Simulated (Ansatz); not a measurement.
# Decaying states in the gap of KLaCl2F2, part 2 of 3

A new crystal, KLaCl2F2: structure, gap and complex bands. It is built by putting Cl for part of the F in the KLaF4 structure of space group P4/mmm, with the volume rescaled by atomic radii. The parent structure comes from the Materials Project.

Ansatz 0.2.0; PBE DFT, plane waves, PAW files (the session's first sound run).

So far. Step 2 (Relaxing the new crystal): The largest force component on a free atom ends at 0.0010 eV/Å.

The structure was built from a prototype and need not be the compound's stable phase.

## 3. The bulk crystal and its band edges

The energy window and the wavevectors of the next steps follow from the band edges, so these are searched first, off the mesh as well.

input.yaml

```yaml
crystal:
  lattice:
    - [4.9827249374, 0.0, 0.0]
    - [0.0, 4.0768810924, 0.0]
    - [0.0, 0.0, 7.6786492841]
  atoms:
    - { symbol: K, position: [0.0, 0.0, 0.0] }
    - { symbol: La, position: [0.5, 0.5, 0.5] }
    - { symbol: F, position: [0.5, 0.0, 0.6702809277] }
    - { symbol: Cl, position: [0.0, 0.5, 0.2837947815] }
    - { symbol: F, position: [0.5, 0.0, 0.3297190723] }
    - { symbol: Cl, position: [0.0, 0.5, 0.7162052185] }
kpoints:
  mp_grid: { grid: [6, 6, 4] }
  band_path: { path: [VBM, CBM], npoints: 30 }
scf:
  occupations: { method: fixed }
hamiltonian:
  xc: pbe
output:
  eigenvalues: true
  write_potential: true
  write_density: true
  volumetric_format: npy
  elf: true
```

On the command line:

```console
> ansatz run input.yaml --threads 2 --pin off --max-ram 4096MiB --backend cpu --events-out ev --progress --plain --runs-dir out
```

Numbers of over 12 decimals in the logs are rounded to 6 here.

Output:

```text
[...]
Crystal: 6 atoms, lattice volume = 155.984 Å³
Basis set: ecut = 420 eV, 3045 PW (Γ)
Bands: 30, of which v1, the nominal top of the filled ones, is band 24 counted from 1 (23 counted from 0)
Symmetry: 8 space group operations
[...]
k-points: 48 of 144
[...]
SCF iter   1: F=—  HF=-11575.690776 eV  |F-HF|=—  |Δ(HF+E_count)|=         —  Δρ=1.35e-3  dr2=5.85e-3  ethr=1.77e-3  ⟨swp⟩=3.8  Hψ=5514  notcnv=0  defer=16
[...]
SCF iter   7: F=-11575.690495 eV  HF=-11575.690495 eV  |F-HF|=1.65e-8  |Δ(HF+E_count)|=   3.67e-7  Δρ=1.97e-6  dr2=1.21e-8  ethr=2.08e-10  ⟨swp⟩=6.2  Hψ=5383  notcnv=0
SCF 1 converged in 7 iterations: F = -11575.690495 eV  dr2 = 1.21e-8
[...]
NSCF: frozen V_eff on 64 k-points
[...]
SCF converged after 7 iterations
Free energy (F): -11575.690495 eV
[...]
Internal energy: -11575.690495 eV  (E = F + TS)
E sigma→0 (E₀):  -11575.690495 eV
Fermi energy:    2.124349 eV
[...]
--- Band table (eV; the first three rows and the last of 48) ---
  k-point 0: bands = [... 20 lower, 1.6114, 1.8931, 1.9545, 1.9743, 6.7804, 6.8097, 6.8709, 6.9077, ... 2 higher]
  k-point 1: bands = [... 20 lower, 1.6168, 1.7273, 1.8060, 2.0699, 6.7802, 6.8096, 6.8583, 6.9082, ... 2 higher]
  k-point 2: bands = [... 20 lower, 1.5154, 1.6216, 1.7599, 2.1243, 6.7799, 6.8096, 6.8512, 6.9088, ... 2 higher]
  k-point 47: bands = [... 20 lower, 1.3472, 1.6843, 1.7490, 1.7761, 6.7049, 6.7055, 6.8075, 6.9017, ... 2 higher]
```

The job ended after 18 s (2 threads of Arm Neoverse V2, shared host; peak memory 0.5 GiB).

The column dr2 measures how far the density is from self-consistency, as an energy; F and HF (Harris–Foulkes) agree once it is small.

Numbers from this step:

* free energy: -11575.6905 eV
* Fermi energy: 2.124 eV
* gap on the k-mesh: 4.543 eV
* gap on path: 4.543 eV, by band count; negative where bands overlap
* direct gap on path: 4.656 eV
* edge places on path: 0, 0.7516 1/A along the path

Electronic bands along the path, in eV, zero at the Fermi level (highest filled level under fixed occupations); v1 is the highest filled band, c1 the lowest empty one:

```csv
point,v4,v3,v2,v1,c1,c2,c3,c4
VBM,-0.61,-0.50,-0.36,0.00,4.66,4.69,4.73,4.78
halfway,-0.63,-0.41,-0.41,-0.12,4.61,4.69,4.69,4.76
CBM,-0.65,-0.41,-0.27,-0.26,4.54,4.65,4.72,4.75
```

Valence density in the ac plane at fractional y = 0.000, with atoms of K and F within 0.2 Å of it. It is the smooth field of the valence electrons, not physical close to the nuclei.

Ten steps, logarithmic in the rise over the least value, from '0' (0 e/Å³) to '9' (12 e/Å³), each cell a mean:
```
76420000000367
65310000000245
32100000000013
10000011100000
00001244310000
00001478631000
00002699841000
00002589731000
00001355420000
00000122210000
00000111100000
00001234310000
00001477631000
00002699841000
00002589731000
00001356420000
00000122210000
21000000000011
54200000000134
76410000000256
77520000001367
```
Columns run along a (5.0 Å), rows up along c (7.7 Å). Atoms in or near the plane, at fractional coordinates: K at (0.00, 0.00), F at (0.50, 0.67), F at (0.50, 0.33).

ELF in the ac plane at fractional y = 0.000, with atoms of K and F within 0.2 Å of it. It is the smooth field of the valence electrons, not physical close to the nuclei.

Ten even steps from '_' (0.00) to '@' (0.87), each cell a mean:
```
%%@@@@**..__________--%%@@@@
@@@@##--____________..++@@@@
##++--______......____..==**
..________::==++==..______..
________::**%%%%##==..______
________==%%@@@@@@##::______
______..**@@##**%%%%--______
______..++%%%%%%@@##--______
________--**%%%%##++::______
__________::::--::..________
____________......__________
________::==****++--..______
______..==%%@@%%@@##::______
______..**@@##**%%%%--______
________++@@%%##@@%%--______
________--##@@@@%%**..______
________..==****++::________
==::..____..::--::______..--
@@%%++..______________--##@@
@@@@@@++____________::##@@@@
##@@@@##::__________==%%@@%%
```
Columns run along a (5.0 Å), rows up along c (7.7 Å). Atoms in or near the plane, at fractional coordinates: K at (0.00, 0.00), F at (0.50, 0.67), F at (0.50, 0.33).

Electrostatic potential energy in the ac plane at fractional y = 0.000, with atoms of K and F within 0.2 Å of it. With pseudopotentials it is smooth inside the atoms' cores, unlike the true potential.

Values in eV, 21 rows by 14 columns, each cell a mean:
```
-40 -34 -13   2   5   7   7   8   7   6   4  -3 -23 -39
-25 -16  -3   4   6   7   8   8   8   7   5   2  -8 -22
 -3   0   4   6   7   8   9   9   9   8   7   5   3  -1
  5   6   7   8   9   9   9   9   9   9   8   7   6   6
  8   8   8   9   9   9   5   3   7   9   9   9   8   8
  9   9   9  10   9   1 -23 -29 -13   8  10   9   9   9
  9   9  10  10   9 -11 -37 -40 -30   4   9   9   9   9
  9   9   9   9   9  -4 -31 -36 -22   6   9   9   9   9
  9   9   9   9   8   7  -2  -7   2   8   9   9   9   9
  9   9   9   8   8   8   7   7   7   8   8   8   9   9
  9   9   9   8   8   8   7   7   7   8   8   8   9   9
  9   9   9   9   8   8   5   4   6   8   8   9   9   9
  9   9   9   9   9   2 -19 -25 -10   8   9   9   9   9
 10   9   9   9   9 -11 -37 -40 -30   4   9   9   9   9
  9   9   9  10   9  -6 -33 -37 -25   6   9  10   9   9
  8   9   9   9   9   7  -5 -10   1   9   9   9   9   9
  7   7   8   8   9   9   9   9   9   9   9   8   7   7
  2   4   5   7   8   9   9   9   9   8   8   6   5   3
-14  -7   1   5   7   8   8   8   8   7   6   4  -2 -11
-36 -27  -8   3   6   7   8   8   7   7   5  -1 -16 -33
-40 -37 -16   1   5   7   7   8   7   6   4  -4 -27 -40
```
Columns run along a (5.0 Å; values clipped at the 3rd and 97th percentile), rows up along c (7.7 Å). Atoms in or near the plane, at fractional coordinates: K at (0.00, 0.00), F at (0.50, 0.67), F at (0.50, 0.33).

The searched edges give 4.54 eV, as on the mesh.

## 4. Complex bands, plane (100), k-mesh 6×4×6

This step: PBE DFT, plane waves, PAW files; complex bands by layer matching along the plane's normal (Ansatz 0.2.0).

The same crystal is laid in a cell whose first two vectors span the (100) plane (indices of the standard conventional cell, whose axes can be ordered otherwise than in the bulk input). At fixed energy and wavevector in the plane the solver finds all kz, real and complex. A few wavevectors are listed, (0, 0) and (0, -0.5) in units of the plane's reciprocal vectors; the slowest state needn't be among them.

input.yaml

```yaml
crystal:
  lattice:
    - [4.076881092, 0.0, 0.0]
    - [0.0, 7.678649284, 0.0]
    - [0.0, 0.0, 4.982724937]
  atoms:
    - { symbol: K, position: [0.0, 0.0, 0.0] }
    - { symbol: La, position: [0.5, 0.5, 0.5] }
    - { symbol: F, position: [0.0, 0.6702809277, 0.5] }
    - { symbol: Cl, position: [0.5, 0.2837947815, 0.0] }
    - { symbol: F, position: [0.0, 0.3297190723, 0.5] }
    - { symbol: Cl, position: [0.5, 0.7162052185, 0.0] }
kpoints:
  mp_grid: { grid: [6, 4, 6] }
scf:
  occupations: { method: fixed }
hamiltonian:
  xc: pbe
output:
  eigenvalues: true
  transmission:
    leads: [[0, 0]]
    kpoints: [[0.0, 0.0], [0.0, -0.5]]
    e_range: [-1.0, 5.54]
    de: 0.11
```

Output:

```text
[...]
Crystal: 6 atoms, lattice volume = 155.984 Å³
Basis set: ecut = 420 eV, 3045 PW (Γ)
Bands: 30, of which v1, the nominal top of the filled ones, is band 24 counted from 1 (23 counted from 0)
Symmetry: 8 space group operations
[...]
k-points: 48 of 144
[...]
SCF iter   1: F=—  HF=-11575.690746 eV  |F-HF|=—  |Δ(HF+E_count)|=         —  Δρ=1.35e-3  dr2=5.85e-3  ethr=1.77e-3  ⟨swp⟩=3.8  Hψ=5511  notcnv=0  defer=13
[...]
SCF iter   7: F=-11575.690495 eV  HF=-11575.690495 eV  |F-HF|=1.59e-8  |Δ(HF+E_count)|=   3.57e-7  Δρ=1.94e-6  dr2=1.17e-8  ethr=2.08e-10  ⟨swp⟩=6.2  Hψ=5412  notcnv=0
SCF 1 converged in 7 iterations: F = -11575.690495 eV  dr2 = 1.17e-8
[...]
transmission: 7 of 14 steps passed
transmission: 14 of 14 steps passed
SCF converged after 7 iterations
Free energy (F): -11575.690495 eV
[...]
Internal energy: -11575.690495 eV  (E = F + TS)
E sigma→0 (E₀):  -11575.690495 eV
Fermi energy:    2.124350 eV
[...]
--- Band table (eV; the first three rows and the last of 48) ---
  k-point 0: bands = [... 20 lower, 1.6114, 1.8931, 1.9545, 1.9743, 6.7804, 6.8097, 6.8709, 6.9077, ... 2 higher]
  k-point 1: bands = [... 20 lower, 1.5116, 1.8480, 1.9397, 1.9436, 6.7651, 6.7971, 6.8490, 6.8809, ... 2 higher]
  k-point 2: bands = [... 20 lower, 1.4868, 1.7578, 1.8819, 1.8961, 6.6953, 6.7999, 6.8300, 6.8799, ... 2 higher]
  k-point 47: bands = [... 20 lower, 1.3472, 1.6843, 1.7490, 1.7761, 6.7049, 6.7055, 6.8075, 6.9017, ... 2 higher]
--- Transmission ---
  basis      : 273 plane waves across, 7 finite elements along
  points     : 2, as listed
  energies   : 60 from -1.000000 to 5.490000 eV about the Fermi level, 0.110000 eV apart; the leads are filled to 2.271613 eV, and channels, transmission and decay are at 2.300000 eV
  crystal 0  : K1Cl2La1F2, at the sites [0, 0], period 4.9827 Å: whole cells are its period
    offset         : up to 0.0000 Å between an atom of the period and one for which it stands
    channels       : 0.000000e0 a spin
    conductance    : none, the energies end too early or step too widely for 300 K: set another output.transmission.e_range or a lower de, or, where they end at an eighth of basis.ecutwfc, a higher one
    slowest decay  : 0.4466 /Å at (0.0000, 0.0000)
```

Run time: 56 s. Hardware: 2 threads; peak memory 1 GiB; 1.8 min of CPU time.

This step gave:

```
level to which the leads are filled                       : 2.272 eV from the Fermi level
decay constant at the filling level, zone centre          : 0.4466 Å⁻¹
decay constant at the filling level, slowest listed point : 0.4466 Å⁻¹
```

K parallel (0, 0); values up to 1.5 1/Å, a degenerate pair printed once or twice; energies at which all values exceed this have no row. The Im kz of the slowest decaying states by energy, zero at the highest filled level on the SCF mesh:

| energy (eV) | decay 1 (Å⁻¹) | decay 2 (Å⁻¹) | decay 3 (Å⁻¹) | decay 4 (Å⁻¹) |
| --- | --- | --- | --- | --- |
| -1.00 | 0.486 | 0.492 | 0.514 | 0.633 |
| -0.67 | 0.294 | 0.341 | 0.401 | 0.526 |
| -0.34 | 0.188 | 0.257 | 0.272 | 0.524 |
| -0.01 | 0.298 | 0.373 | 0.381 | 0.501 |
| 0.32 | 0.358 | 0.522 | 0.562 | 0.571 |
| 0.65 | 0.397 | 0.563 | 0.596 | 0.645 |
| 0.98 | 0.422 | 0.561 | 0.643 | 0.663 |
| 1.31 | 0.438 | 0.556 | 0.671 | 0.675 |
| 1.64 | 0.447 | 0.548 | 0.673 | 0.697 |
| 1.97 | 0.449 | 0.537 | 0.671 | 0.712 |
| 2.30 | 0.447 | 0.524 | 0.666 | 0.721 |
| 2.52 | 0.442 | 0.514 | 0.660 | 0.726 |
| 2.85 | 0.431 | 0.497 | 0.650 | 0.729 |
| 3.18 | 0.414 | 0.476 | 0.637 | 0.731 |
| 3.51 | 0.392 | 0.453 | 0.620 | 0.733 |
| 3.84 | 0.363 | 0.425 | 0.600 | 0.739 |
| 4.17 | 0.326 | 0.394 | 0.574 | 0.666 |
| 4.50 | 0.255 | 0.281 | 0.373 | 0.403 |
| 4.83 | 0.113 | 0.185 | 0.277 | 0.295 |
| 5.16 | 0.112 | 0.323 | 0.470 | 0.564 |
| 5.49 | 0.251 | 0.456 | 0.499 | 0.620 |

K parallel (0, -0.5); values up to 1.5 1/Å, a degenerate pair printed once or twice; energies at which all values exceed this have no row. Table of Im kz of the slowest decaying states by energy, zero at the highest filled level on the SCF mesh:

| energy (eV) | decay 1 (Å⁻¹) | decay 2 (Å⁻¹) | decay 3 (Å⁻¹) | decay 4 (Å⁻¹) |
| --- | --- | --- | --- | --- |
| -1.000 | 0.400 | 0.467 | 0.507 | 0.637 |
| -0.450 | 0.114 | 0.441 | 0.502 | 0.508 |
| -0.010 | 0.314 | 0.456 | 0.538 | 0.579 |
| 0.540 | 0.409 | 0.558 | 0.596 | 0.607 |
| 0.980 | 0.452 | 0.563 | 0.628 | 0.665 |
| 1.530 | 0.482 | 0.559 | 0.631 | 0.708 |
| 1.970 | 0.496 | 0.551 | 0.626 | 0.728 |
| 2.520 | 0.502 | 0.533 | 0.613 | 0.741 |
| 2.960 | 0.502 | 0.514 | 0.598 | 0.745 |
| 3.510 | 0.484 | 0.498 | 0.573 | 0.748 |
| 3.950 | 0.456 | 0.499 | 0.550 | 0.682 |
| 4.500 | 0.313 | 0.329 | 0.429 | 0.469 |
| 5.050 | 0.255 | 0.261 | 0.320 | 0.442 |

At the listed wavevectors the last open channel is at -0.01 eV and the next at +4.61 eV on the grid. At +2.30 eV, the grid energy nearest the filling level (the middle of the gap on the SCF mesh), the slowest state at the listed wavevectors decays with κ = 0.447 Å⁻¹, its amplitude falling by e over 2.2 Å. Through 1 nm of this crystal that state's transmission falls by exp(−2 × 0.447 Å⁻¹ × 10 Å) = 1.3e-4.

## 5. Decay over the two-dimensional zone

The listed points could miss the slowest state, so one energy near mid-gap is solved on a mesh of 8×4.

Edit input.yaml of step 4 so:

```diff
@@ -20,6 +20,2 @@
   eigenvalues: true
-  transmission:
-    leads: [[0, 0]]
-    kpoints: [[0.0, 0.0], [0.0, -0.5]]
-    e_range: [-1.0, 5.54]
-    de: 0.11
+  transmission: { leads: [[0, 0]], kmesh: [8, 4], e_range: [2.27, 2.28], de: 0.05 }
```

Output:

```text
[...]
Crystal: 6 atoms, lattice volume = 155.984 Å³
Basis set: ecut = 420 eV, 3045 PW (Γ)
Bands: 30, of which v1, the nominal top of the filled ones, is band 24 counted from 1 (23 counted from 0)
Symmetry: 8 space group operations
[...]
k-points: 48 of 144
[...]
SCF iter   1: F=—  HF=-11575.690746 eV  |F-HF|=—  |Δ(HF+E_count)|=         —  Δρ=1.35e-3  dr2=5.85e-3  ethr=1.77e-3  ⟨swp⟩=3.8  Hψ=5511  notcnv=0  defer=13
[...]
SCF iter   7: F=-11575.690495 eV  HF=-11575.690495 eV  |F-HF|=1.59e-8  |Δ(HF+E_count)|=   3.57e-7  Δρ=1.94e-6  dr2=1.17e-8  ethr=2.08e-10  ⟨swp⟩=6.2  Hψ=5412  notcnv=0
SCF 1 converged in 7 iterations: F = -11575.690495 eV  dr2 = 1.17e-8
[...]
transmission: 28 of 105 steps passed
transmission: 56 of 105 steps passed
transmission: 84 of 105 steps passed
transmission: 105 of 105 steps passed
SCF converged after 7 iterations
Free energy (F): -11575.690495 eV
[...]
Internal energy: -11575.690495 eV  (E = F + TS)
E sigma→0 (E₀):  -11575.690495 eV
Fermi energy:    2.124350 eV
[...]
--- Band table (eV; the first three rows and the last of 48) ---
  k-point 0: bands = [... 20 lower, 1.6114, 1.8931, 1.9545, 1.9743, 6.7804, 6.8097, 6.8709, 6.9077, ... 2 higher]
  k-point 1: bands = [... 20 lower, 1.5116, 1.8480, 1.9397, 1.9436, 6.7651, 6.7971, 6.8490, 6.8809, ... 2 higher]
  k-point 2: bands = [... 20 lower, 1.4868, 1.7578, 1.8819, 1.8961, 6.6953, 6.7999, 6.8300, 6.8799, ... 2 higher]
  k-point 47: bands = [... 20 lower, 1.3472, 1.6843, 1.7490, 1.7761, 6.7049, 6.7055, 6.8075, 6.9017, ... 2 higher]
--- Transmission ---
  basis      : 273 plane waves across, 7 finite elements along
  points     : 15, standing for a mesh of 8 x 4
  energies   : 1 from 2.270000 to 2.270000 eV about the Fermi level; the leads are filled to 2.271613 eV, and channels, transmission and decay are at 2.270000 eV
[...]
channels       : 0.000000e0 a spin
    conductance    : none, crystal 0 has no channel at the energies, or these end too early or step too widely for 300 K: set another output.transmission.e_range or a lower de, or, where they end at an eighth of basis.ecutwfc, a higher one
    slowest decay  : 0.4470 /Å at (0.0000, 0.0000)
```

It took 43 s on 2 threads; peak memory 0.97 GiB; 84 s of CPU time.

Numbers from this step:

- least decay constant on the mesh: 0.447 Å⁻¹

Slowest decay constant (1/Å; 0 where a channel is open) over k1 and k2. At 2.2700 eV from the Fermi level.

Ten even steps from '0' (0.447) to '9' (0.571):
```
89842489
77620267
89842489
99964699
```
Columns: k1 (b1) from -0.5 to 0.375; rows upwards: k2 (b2) from -0.5 to 0.25.

The least value on the mesh is 0.447 Å⁻¹ at +2.27 eV. At that energy the listed points give about 0.447 Å⁻¹ by interpolation, so the mesh holds no clearly slower state.

(Part 2 of 3 ends here.)

[Logs are printed without paths, hosts, clocks, repeated set-up lines and the standing remarks that a program may print on its own settings, such as how far it seeks lower states.]

[Hosts, paths, dates, database ids (printed as entryN), source tags and the programs' standing remarks are cut or masked in the printed files.]
